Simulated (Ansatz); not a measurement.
# What Mg2C (model cell, started as cuprite) distorts into

Which phase does Mg2C (model cell, started as cuprite) fall into along its unstable mode, and how much energy does it gain?

Calculated with Ansatz 0.2.0; DFT PBE, scalar-relativistic, plane waves, PAW.

The structure was built from a prototype and need not be the compound's stable phase.

## Step 1: The structure

The structure is cubic, space group Pn-3m (No. 224). The conventional cell has a = 4.839 Å, b = 4.839 Å, c = 4.839 Å, α = 90.00°, β = 90.00°, γ = 90.00°. Nearest to C lie 4 Mg at 2.10 Å. Nearest to Mg lie 2 C at 2.10 Å. Farther neighbours are not listed.

## Step 2: Response at finite wavevector

The cell comes from relaxations at this level that are not shown. Stability and thermal properties need the whole zone. Linear response on a 2×2×2 q mesh gives force constants as far as a supercell of that size would.

Contents of input.yaml:

```yaml
crystal:
  lattice:
    - [4.8390002607, 0.0, 0.0]
    - [0.0, 4.8390002607, 0.0]
    - [0.0, 0.0, 4.8390002607]
  atoms:
    - { symbol: C, position: [0.0, 0.0, 0.0] }
    - { symbol: C, position: [0.5, 0.5, 0.5] }
    - { symbol: Mg, position: [0.25, 0.25, 0.25] }
    - { symbol: Mg, position: [0.75, 0.75, 0.25] }
    - { symbol: Mg, position: [0.75, 0.25, 0.75] }
    - { symbol: Mg, position: [0.25, 0.75, 0.75] }
kpoints:
  mp_grid: { grid: [6, 6, 6] }
hamiltonian:
  xc: pbe
scf:
  occupations: { method: methfessel_paxton, width: 0.15 }
output:
  eigenvalues: true
phonons:
  method: dfpt
  qmesh: [2, 2, 2]
  temperatures: { t_max: 1000, t_step: 50 }
  qpath:
    path:
      - [[0.0, 0.0, 0.0], [0.0, 0.5, 0.0], [0.5, 0.5, 0.0], [0.0, 0.0, 0.0], [0.5, 0.5, 0.5], [0.0, 0.5, 0.0]]
      - [[0.5, 0.5, 0.5], [0.5, 0.5, 0.0]]
    npoints: 10
```

Started as:

```console
> ansatz run input.yaml --threads 8 --pin off --max-ram 14336MiB --backend cpu --events-out ev --progress --plain --runs-dir out
```

Numbers of over 12 decimals in the logs are rounded to 6 here.

Log:

```text
Warning: phonons: the dynamical matrix that this run interpolates holds no multipole term above the dipole-dipole one, and a site of this crystal is no centre of inversion, so its interpolated transverse optical and acoustic branches and sound speeds can stay off near Gamma, and the density of states and the thermodynamics with them. What a run solves at a wave vector of phonons.qpoints, Gamma apart, where the deck admits one, is free of this, and under fd what a larger phonons.supercell samples
Engine: ansatz 0.2.0, aarch64-unknown-linux-gnu
Pseudopotentials: kind: paw
Pseudopotential: C, paw, valence charge 4, recommended cutoff 420 eV (normal), C.paw.azcp
Pseudopotential: Mg, paw, valence charge 10, recommended cutoff 420 eV (normal), Mg.paw.azcp
Functional definition: PBE
  parameter kappa = 0.804
  parameter beta = 0.066725
  exchange = pbe_x(kappa = kappa, mu = beta*pi^2/3)
  correlation = pbe_c(beta = beta)
Crystal: 6 atoms, lattice volume = 113.310 Å³
Basis set: ecut = 420 eV, 2205 PW (Γ), exchange–correlation on 72×72×72 points (8 copies of the dense FFT grid, shifted against one another)
Bands: 30, of which v1, the nominal top of the filled ones, is band 24 counted from 1 (23 counted from 0)
Symmetry: 48 space group operations
k-points: 20 of 216
Non-local potential: C, projectors of the file, l = 0: 2, l = 1: 2, l = 2: 1
Non-local potential: Mg, projectors of the file, l = 0: 3, l = 1: 2, l = 2: 1
PAW form: soft (Blöchl's): semilocal exchange-correlation on the pseudo side does not see the compensation charge
PAW one-centre angular grid: C, 110 points (default); XC on 64 Gauss nodes
PAW one-centre angular grid: Mg, 110 points (default); XC on 64 Gauss nodes
Initial density: superposition of atomic densities (neutral atoms: chi_scale 0, normalization atom), corrected by the library's trained network
Initial wavefunctions: pseudopotential atomic-orbital guess
Functional: x = pbe(κ = 0.804, μ = 0.219515), c = pbe(β = 0.066725)
SCF iter   1: F=—  HF=-8193.225032 eV  |F-HF|=—  |Δ(HF+E_count)|=         —  Δρ=3.14e-3  dr2=2.16e-2  ethr=1.77e-3  ⟨swp⟩=5.9  Hψ=2698  notcnv=0
preconditioner: auto → Resta (q_TF=auto, 2.364 Å⁻¹)  ε∞=5.3  [insulator: Δε(μ)=0.747 eV  Ē_g=6.692 eV  σ=0.150 eV  W_gap=0.58  n_scr=26 (ndim 8)  ℏωp=14.0 eV  f_vac=0.000  D(μ)=0.52/eV (n_scr^D=0)  ε∞_Penn≈5.3]
SCF iter   2: F=—  HF=-8193.222003 eV  |F-HF|=—  |Δ(HF+E_count)|=   3.03e-3  S|Δr|=    0.00e0  Δρ=1.29e-3  dr2=3.86e-3  ethr=4.50e-5  ⟨swp⟩=1.2  Hψ=781  notcnv=0  defer=1
SCF iter   3: F=—  HF=-8193.221439 eV  |F-HF|=—  |Δ(HF+E_count)|=   5.65e-4  S|Δr|=    0.00e0  Δρ=2.35e-4  dr2=7.76e-5  ethr=8.04e-6  ⟨swp⟩=2.0  Hψ=700  notcnv=0  defer=1
SCF iter   4: F=—  HF=-8193.221426 eV  |F-HF|=—  |Δ(HF+E_count)|=   1.24e-5  S|Δr|=    0.00e0  Δρ=4.09e-5  dr2=2.46e-6  ethr=1.62e-7  ⟨swp⟩=2.0  Hψ=694  notcnv=0  defer=1
SCF iter   5: F=—  HF=-8193.221426 eV  |F-HF|=—  |Δ(HF+E_count)|=   2.20e-7  S|Δr|=    0.00e0  Δρ=8.17e-6  dr2=5.86e-8  ethr=5.12e-9  ⟨swp⟩=2.0  Hψ=683  notcnv=0  defer=1
SCF iter   6: F=—  HF=-8193.221426 eV  |F-HF|=—  |Δ(HF+E_count)|=   6.70e-8  S|Δr|=    0.00e0  Δρ=1.36e-6  dr2=1.66e-9  ethr=1.22e-10  ⟨swp⟩=2.0  Hψ=726  notcnv=0  defer=1
SCF iter   7: F=—  HF=-8193.221426 eV  |F-HF|=—  |Δ(HF+E_count)|=   1.53e-9  S|Δr|=    0.00e0  Δρ=5.39e-7  dr2=1.60e-10  ethr=3.46e-12  ⟨swp⟩=2.0  Hψ=1047  notcnv=0  defer=1
SCF iter   8: F=—  HF=-8193.221426 eV  |F-HF|=—  |Δ(HF+E_count)|=  5.46e-12  S|Δr|=    0.00e0  Δρ=1.05e-7  dr2=1.02e-11  ethr=1.00e-12  ⟨swp⟩=2.0  Hψ=930  notcnv=0  defer=1
SCF iter   9: F=-8193.221426 eV  HF=-8193.221426 eV  |F-HF|=1.82e-12  |Δ(HF+E_count)|=  1.09e-11  S|Δr|=    0.00e0  Δρ=1.51e-8  dr2=1.52e-13  ethr=1.00e-12  ⟨swp⟩=8.8  Hψ=2723  notcnv=0
SCF 1 converged in 9 iterations: F = -8193.221426 eV  dr2 = 1.52e-13
  greatest PAW one-centre occupation: 1.000 electrons in one spin orbital (limit 2), on the Mg atom at site 5 (counted from 0), in its partial waves of l = 0
Initial density: read from a saved state, or passed on in memory by an earlier SCF of this step, an earlier step, the calling program or the single point that the run made first
iter 1 solved again at ethr=2.28e-9 eV; its pass at ethr=3.10e-3 eV (dr2=1.09e-6 eV) is discarded
SCF iter   1: F=—  HF=-8193.221426 eV  |F-HF|=—  |Δ(HF+E_count)|=         —  Δρ=1.26e-7  dr2=1.62e-11  ethr=2.28e-9  ⟨swp⟩=4.1  Hψ=4597  notcnv=0
preconditioner: auto → Resta (q_TF=auto, 2.364 Å⁻¹)  ε∞=5.4  [insulator: Δε(μ)=0.734 eV  Ē_g=6.662 eV  σ=0.150 eV  W_gap=0.58  n_scr=26 (ndim 8)  ℏωp=14.0 eV  f_vac=0.000  D(μ)=0.51/eV (n_scr^D=0)  ε∞_Penn≈5.4]
SCF iter   2: F=-8193.221426 eV  HF=-8193.221426 eV  |F-HF|=3.64e-12  |Δ(HF+E_count)|=   6.86e-8  S|Δr|=    0.00e0  Δρ=6.01e-8  dr2=4.20e-12  ethr=1.00e-12  ⟨swp⟩=3.4  Hψ=2285  notcnv=0
SCF 2 converged in 2 iterations: F = -8193.221426 eV  dr2 = 4.20e-12
k-points: 40 of 216 (irreducible under 8 space group operations, time reversal used)
iter 1 solved again at ethr=6.98e-10 eV; its pass at ethr=3.10e-3 eV (dr2=3.35e-7 eV) is discarded
SCF iter   1: F=—  HF=-8193.222385 eV  |F-HF|=—  |Δ(HF+E_count)|=         —  Δρ=1.24e-5  dr2=3.40e-7  ethr=6.98e-10  ⟨swp⟩=4.0  Hψ=8575  notcnv=0  defer=154
preconditioner: auto → Resta (q_TF=auto, 2.364 Å⁻¹)  ε∞=5.4  [insulator: Δε(μ)=0.000 eV  Ē_g=6.665 eV  n_scr=26 (ndim 8)  ℏωp=14.0 eV  f_vac=0.000  ε∞_Penn≈5.4]
SCF iter   2: F=—  HF=-8193.222385 eV  |F-HF|=—  |Δ(HF+E_count)|=   7.04e-8  Δρ=2.02e-6  dr2=3.00e-9  ethr=6.98e-10  ⟨swp⟩=2.0  Hψ=1432  notcnv=0  defer=154
SCF iter   3: F=—  HF=-8193.222385 eV  |F-HF|=—  |Δ(HF+E_count)|=   1.31e-9  Δρ=1.05e-6  dr2=1.19e-9  ethr=1.00e-12  ⟨swp⟩=8.3  Hψ=4341  notcnv=0
SCF iter   4: F=—  HF=-8193.222385 eV  |F-HF|=—  |Δ(HF+E_count)|=  1.27e-10  Δρ=3.88e-7  dr2=1.81e-10  ethr=2.48e-12  ⟨swp⟩=1.1  Hψ=1130  notcnv=0
SCF iter   5: F=-8193.222385 eV  HF=-8193.222385 eV  |F-HF|=3.64e-12  |Δ(HF+E_count)|=  9.09e-12  Δρ=7.15e-8  dr2=8.06e-12  ethr=1.00e-12  ⟨swp⟩=2.0  Hψ=2321  notcnv=0
WARN: a fill by count may have filled part of one level: at k-index 0 the highest filled band, 4.425089 eV, and the lowest empty band, 4.425089 eV, stand 8.882e-16 eV apart, within the solve's uncertainty, 1.000e-5 eV. If they are one level, whatever splits it, however little, can move the result. A smearing (`scf.occupations.method` with a `width`) well over the split that the run's distortions make, where the deck  [...]
SCF 3 converged in 5 iterations: F = -8193.222385 eV  dr2 = 8.06e-12
  greatest PAW one-centre occupation: 1.000 electrons in one spin orbital (limit 2), on the Mg atom at site 4 (counted from 0), in its partial waves of l = 0
NSCF: frozen V_eff on 26 k-points
phonons: the run's symmetry doesn't show that the Born effective charges vanish, and it interpolates frequencies without the dipole-dipole term. In a polar insulator or semiconductor they then lack LO-TO splitting, and the branches near Gamma, sound speeds, density of states, thermodynamics and thermal conductivity can be off. Where the input admits it, phonons.dielectric: true or phonons.non_analytic_term supplies t [...]
NSCF: frozen V_eff on 20 k-points
NSCF: frozen V_eff on 68 k-points
DFPT response loops at q = (0, 0, 0) (fractional): preconditioner auto → Kerker (q_TF=auto, 2.364 Å⁻¹) (partly filled bands, converged f_vac=0.000); β = 1.00, the filter's whole step (`scf.mixing.beta` (0.50) is not read by the response loops under this deck's `scf.mixing.preconditioner`; to damp them name `kerker` or `kerker_dos`, under which they read `scf.mixing.beta`, and type it under 1.00, their step now; both keys bind the ground state too); Broyden in place of MSR1
NSCF: frozen V_eff on 224 k-points
DFPT response loops at q = (0, 0, -0.5) (fractional): mixed as the last ones told, above
NSCF: frozen V_eff on 224 k-points
DFPT response loops at q = (0, -0.5, -0.5) (fractional): mixed as the last ones told, above
NSCF: frozen V_eff on 136 k-points
DFPT response loops at q = (-0.5, -0.5, -0.5) (fractional): mixed as the last ones told, above
SCF converged after 9 iterations
Stability not checked: this state was not tested for a lower state beside it, because cold or Methfessel-Paxton smearing, or corrected tetrahedra, fill the levels in a way that the test cannot read (fill_not_monotonic; see scf.lower_state_search)
Free energy (F): -8193.221426 eV
Harris-Foulkes:  -8193.221426 eV  (|F-HF|=1.82e-12)
Internal energy: -8193.224469 eV  (E = F + TS)
E sigma→0 (E₀):  -8193.222187 eV
Entropy (-TS):   0.003043 eV (0.507 meV/atom)
Fermi energy:    4.438640 eV
Step filling:    the computed levels leave a gap of 0.0000 eV = 0.0 smearing widths at the electron count; against every level under it full and every level over it empty, smearing changes F+E_penalty+E_count by +0.959 meV and its σ→0 estimate by +0.198 meV
--- Per-component energies (eV) ---
  E_band       = -1431.435189
  E_kinetic    = 469.480663
  E_local      = -6912.312260  (includes V_loc(G=0)·N_el)
  E_nonlocal   = 436.608117
  E_hartree    = 2479.757765
  E_xc         = -208.859476
  E_vxc        = -264.411146  (∫ρ·V_xc dr)
  E_paw        = -1365.040582  (= ΣΔE_a)
  E_vpaw       = -120.316066  (= ΣTr[D̂ρ^β])
  E_aug_tail   = -0.000023  (compensation charges beyond the density's cutoff)
  E_ewald      = -3092.858673
  E_smearing   = 0.003043  (= −TS)
  E_closure    = -0.000000  (closes the sum)
  Σ components = -8193.221426   (vs F -8193.221426, Δ=0.00e0)
--- Band table (eV; the first three rows and the last of 20) ---
  k-point 0: bands = [... 20 lower, 2.7626, 3.7169, 4.4248, 4.4248, 4.4248, 5.2066, 5.2066, 10.8813, ... 2 higher]
  k-point 1: bands = [... 20 lower, 2.8711, 3.0440, 4.3227, 4.3227, 5.1589, 5.3703, 5.9322, 9.3099, ... 2 higher]
  k-point 2: bands = [... 20 lower, 3.1737, 3.1737, 4.0258, 4.0258, 5.8619, 6.1107, 6.9723, 7.8327, ... 2 higher]
  k-point 19: bands = [... 20 lower, 2.2150, 2.2828, 2.2828, 2.2828, 8.3439, 8.3439, 8.3439, 8.3877, ... 2 higher]
--- Phonons (Γ-DFPT): 2 representative perturbations + reference (Σ response iterations 6) ---
  ASR residual: 1.288e-5 → 0.000e0 eV/Å²; symmetrization residual: 4.607e-7 eV/Å²
  ASR residual per site (eV/Å²): 5.35e-6 5.35e-6 1.29e-5 1.29e-5 1.29e-5 1.29e-5
  Γ frequencies (cm⁻¹): -54.63 -54.63 -54.63 0.00 0.00 0.00 144.07 144.07 144.07 246.41 246.41 424.11 483.79 483.79 483.79 608.26 608.26 608.26
--- Phonons (arbitrary-q DFPT): 4 irreducible q on the 2×2×2 mesh ---
  q = [0.0000, 0.0000, 0.0000] (star 1, of the zone-centre solve; hermiticity 9.59e-8, symmetrization 8.30e-13): -54.63 -54.63 -54.63 -0.00 0.00 0.00 144.07 144.07 144.07 246.41 246.41 424.11 483.79 483.79 483.79 608.26 608.26 608.26
  q = [0.0000, 0.0000, -0.5000] (star 3, 4 solved perturbations in 284 linear systems a pass and spin channel, the states on 112 of 216 k-point pairs; hermiticity 1.10e-7, symmetrization 3.94e-13): 68.39 68.39 103.27 103.27 146.36 146.36 152.49 152.49 198.79 198.79 258.03 258.03 468.86 468.86 603.33 603.33 613.71 613.71
  q = [0.0000, -0.5000, -0.5000] (star 3, 4 solved perturbations in 284 linear systems a pass and spin channel, the states on 112 of 216 k-point pairs; hermiticity 9.61e-8, symmetrization 1.99e-13): -30.87 -30.87 56.46 56.46 127.36 127.36 173.62 173.62 176.63 176.63 282.75 282.75 511.14 511.14 572.31 572.31 613.12 613.12
  q = [-0.5000, -0.5000, -0.5000] (star 1, 2 solved perturbations in 108 linear systems a pass and spin channel, the states on 68 of 216 k-point pairs; hermiticity 1.15e-7, symmetrization 1.46e-13): -32.40 -32.40 82.97 82.97 82.97 85.05 85.05 85.05 232.33 232.33 232.33 430.83 485.13 485.13 485.13 626.13 626.13 626.13
  sum rule: each row above includes the acoustic sum rule's correction from the zone centre's row sums; it moved no ω² by more than (0.39 cm⁻¹)²
  mesh force constants: q→R imaginary residual 1.98e-17; ASR residual 1.288e-5 → 0.000e0 eV/Å²; symmetrization residual 9.770e-15 eV/Å²
  interpolated dispersion: 62 rows × 18 modes
  density of states and harmonic sums: on the 14×14×14 q-mesh, interpolated from the force constants of a 2×2×2 supercell (no non-analytic term)
  largest difference from the sums on the solved wave vectors: F 3.29e-1 eV, S 4.46e-4 and C_V 1.18e-4 eV/K
  zero-point energy: 0.315808 eV/cell   skipped modes (ω ≤ 0): 64, of them read as no rigid motion or as one in doubt: 61 (3.874e-1 modes/cell left out, lowest -54.63 cm⁻¹)   left out of the sums: 2.16e-2 of the cell's modes: C_V's classical limit lies that fraction below 3 k_B per atom; for a crystal, a wire or a layer, F and S can be off by more, and a phonons.interpolated_qmesh denser along its periods is the remedy for the sampling
```

The job ended after 45 s (8 threads of Arm Neoverse V1, shared host; peak memory 1.2 GiB).

Numbers from this step:

```yaml
volume_per_atom: 18.88 Å³
gap_on_the_k_mesh: 0 eV
sum_rule_residual_before_enforcement: 1.29e-5 eV/Å²
lowest_frequency_on_the_path: -54.63 cm⁻¹
point_group: m-3m
highest_frequency_on_the_path_or_at_a_solved_wavevector: 626.1 cm⁻¹
highest_optical_mode_at_the_zone_centre_no_lo_to_term: 608.3 cm⁻¹
lowest_optical_zone_centre_mode: -54.63 cm⁻¹
lowest_mode_on_the_q_mesh_acoustic_modes_at_gamma_apart: -54.63 cm⁻¹
```

Frequencies (cm⁻¹) solved at each irreducible wavevector; negative means imaginary. Frequencies by wavevector, by row:

```csv
q in reciprocal lattice units,star,mode 1,mode 2,mode 3,mode 4,mode 16,mode 17,mode 18
0 0 0,1,-54.6,-54.6,-54.6,0,608.3,608.3,608.3
0 0 -0.5,3,68.4,68.4,103.3,103.3,603.3,613.7,613.7
0 -0.5 -0.5,3,-30.9,-30.9,56.5,56.5,572.3,613.1,613.1
-0.5 -0.5 -0.5,1,-32.4,-32.4,83,83,626.1,626.1,626.1
```

Interpolated from a 2×2×2 q mesh. Phonon branches along the path, in cm⁻¹:

```csv
point,branch 1,branch 2,branch 3,branch 4,branch 15,branch 16,branch 17,branch 18
Γ,-55,-55,-55,0,484,608,608,608
halfway,35,35,67,83,551,611,611,612
X,68,68,103,103,603,603,614,614
halfway,56,56,93,93,588,588,615,615
M,-31,-31,56,56,572,572,613,613
halfway,-38,56,67,99,552,606,613,614
Γ,-55,-55,-55,0,484,608,608,608
halfway,38,38,79,79,558,601,616,616
R,-32,-32,83,83,485,626,626,626
halfway,56,74,80,88,560,599,618,619
X,68,68,103,103,603,603,614,614
jump to R,-32,-32,83,83,485,626,626,626
halfway,14,58,58,78,525,610,620,620
M,-31,-31,56,56,572,572,613,613
```

Symmetry leaves 4 wavevectors to solve. The lowest mode among them, the acoustic zeros apart, lies at Γ and is imaginary, 54.6i cm⁻¹, so the energy falls along it.

## Step 3: The mode frozen in, largest atomic shift 0 Å

The mode followed lies at Γ with frequency 54.6i cm⁻¹ and is 3-fold degenerate, the softest among the wavevectors solved. At small amplitude the distorted cell has space group no. 160 by a symmetry search on the positions. The undistorted cell that holds it gives the zero of energy on the same k mesh.

input.yaml, the sections that differ from step 2:

```yaml
output:
  forces: true
  stress: true
  eigenvalues: true
# crystal, kpoints, hamiltonian, scf: as in step 2
# phonons: removed
```

Log:

```text
[...]
Crystal: 6 atoms, lattice volume = 113.310 Å³
Basis set: ecut = 420 eV, 2205 PW (Γ), exchange–correlation on 72×72×72 points (8 copies of the dense FFT grid, shifted against one another)
Bands: 30, of which v1, the nominal top of the filled ones, is band 24 counted from 1 (23 counted from 0)
Symmetry: 48 space group operations
[...]
k-points: 20 of 216
[...]
k-point 0: bands = [... 20 lower, 2.7626, 3.7169, 4.4248, 4.4248, 4.4248, 5.2066, 5.2066, 10.8813, ... 2 higher]
  k-point 1: bands = [... 20 lower, 2.8711, 3.0441, 4.3227, 4.3227, 5.1589, 5.3703, 5.9322, 9.3099, ... 2 higher]
  k-point 2: bands = [... 20 lower, 3.1737, 3.1737, 4.0258, 4.0258, 5.8619, 6.1107, 6.9723, 7.8327, ... 2 higher]
  k-point 19: bands = [... 20 lower, 2.2151, 2.2828, 2.2828, 2.2828, 8.3439, 8.3439, 8.3439, 8.3877, ... 2 higher]
[key lines of the parts left out:]
SCF converged after 5 iterations
Free energy (F): -8193.221426 eV
Fermi energy:    4.438649 eV
P = ⅓ Tr σ = 0.0037 GPa (0.037 kbar)
```

Wall time 0.61 s (8 threads); peak memory 0.45 GiB.

Numbers from this step:

```
pressure                         : 0.003682 GPa
energy from the undistorted cell : 0 meV/atom
```

The run ends at a pressure of 0.00 GPa.

## Step 4: The mode frozen in, largest atomic shift 0.14 Å

The atoms are moved along the unstable eigenvector, the largest shift by 0.14 Å, with the cell fixed.

Contents of input.yaml:

```yaml
crystal:
  lattice:
    - [4.8390002607, 0.0, 0.0]
    - [0.0, 4.8390002607, 0.0]
    - [0.0, 0.0, 4.8390002607]
  atoms:
    - { symbol: C, position: [0.0167036647, 0.0167036647, -0.0167036647] }
    - { symbol: C, position: [0.5167036647, 0.5167036647, 0.4832963353] }
    - { symbol: Mg, position: [0.2458727069, 0.2458727069, 0.2732578157] }
    - { symbol: Mg, position: [0.7650032296, 0.7650032296, 0.2349967704] }
    - { symbol: Mg, position: [0.7267421843, 0.2458727069, 0.7541272931] }
    - { symbol: Mg, position: [0.2458727069, 0.7267421843, 0.7541272931] }
kpoints:
  mp_grid: { grid: [6, 6, 6] }
hamiltonian:
  xc: pbe
scf:
  occupations: { method: methfessel_paxton, width: 0.15 }
output:
  forces: true
  stress: true
  eigenvalues: true
  write_density: true
  write_potential: true
  elf: true
  volumetric_format: npy
```

Log:

```text
[...]
Crystal: 6 atoms, lattice volume = 113.310 Å³
Basis set: ecut = 420 eV, 2205 PW (Γ), exchange–correlation on 72×72×72 points (8 copies of the dense FFT grid, shifted against one another)
Bands: 30, of which v1, the nominal top of the filled ones, is band 24 counted from 1 (23 counted from 0)
Symmetry: 6 space group operations
[...]
k-points: 32 of 216 (time reversal used)
[...]
k-point 0: bands = [... 20 lower, 2.7820, 3.7172, 4.4224, 4.4513, 4.4513, 5.2029, 5.2029, 10.8541, ... 2 higher]
  k-point 1: bands = [... 20 lower, 2.8903, 3.0584, 4.3225, 4.3493, 5.1752, 5.3670, 5.9367, 9.3014, ... 2 higher]
  k-point 2: bands = [... 20 lower, 3.1626, 3.1916, 4.0242, 4.0536, 5.8593, 6.1286, 6.9900, 7.8290, ... 2 higher]
  k-point 31: bands = [... 20 lower, 2.2091, 2.2953, 2.3131, 2.3131, 8.3338, 8.3695, 8.3695, 8.3936, ... 2 higher]
[key lines of the parts left out:]
SCF converged after 6 iterations
Free energy (F): -8193.226872 eV
Fermi energy:    4.454420 eV
P = ⅓ Tr σ = -0.6414 GPa (-6.414 kbar)
```

The job ended after 2 s (8 threads; peak memory 0.48 GiB; 13 s of CPU time).

This step gave:

```yaml
pressure: -0.6414 GPa
energy_from_the_undistorted_cell: -0.915 meV/atom
```

The energy, extrapolated to zero smearing, is -0.92 meV/atom against the undistorted cell.

The run ends at a pressure of -0.64 GPa, with forces up to 0.16 eV/Å.

## Step 5: Energy along the mode, all amplitudes (two of the runs are shown above)

An imaginary frequency means negative curvature, so the energy should fall and then rise again as anharmonic terms take over.

This step gave:

| Item | Value |
| --- | --- |
| depth at the lowest point sampled | 0.915 meV/atom |
| largest atomic shift at that point | 0.14 Å |

The energy from the parent by largest atomic shift:

```csv
largest atomic shift (Å),energy from the parent (meV/atom)
0.000,0
0.040,-0.133
0.080,-0.467
0.140,-0.915
0.220,0.338
0.320,9.74
```

Displacement at unit largest shift by atom:

```csv
atom,x (Å),y (Å),z (Å),size
C1,0.577,0.577,-0.577,0.999
C2,0.577,0.577,-0.577,0.999
Mg3,-0.143,-0.143,0.804,0.829
Mg4,0.519,0.519,-0.519,0.899
Mg5,-0.804,-0.143,0.143,0.829
Mg6,-0.143,-0.804,0.143,0.829
```

The lowest of the steps tried is at 0.14 Å, 0.915 meV/atom below the parent; the bottom of the well need not coincide with a step.

(Continued in part 2 of 2.)

[Logs are printed without paths, hosts, clocks, repeated set-up lines and the standing remarks that a program may print on its own settings, such as how far it seeks lower states.]

[Hosts, paths, dates, database ids (printed as entryN), source tags and the programs' standing remarks are cut or masked in the printed files.]
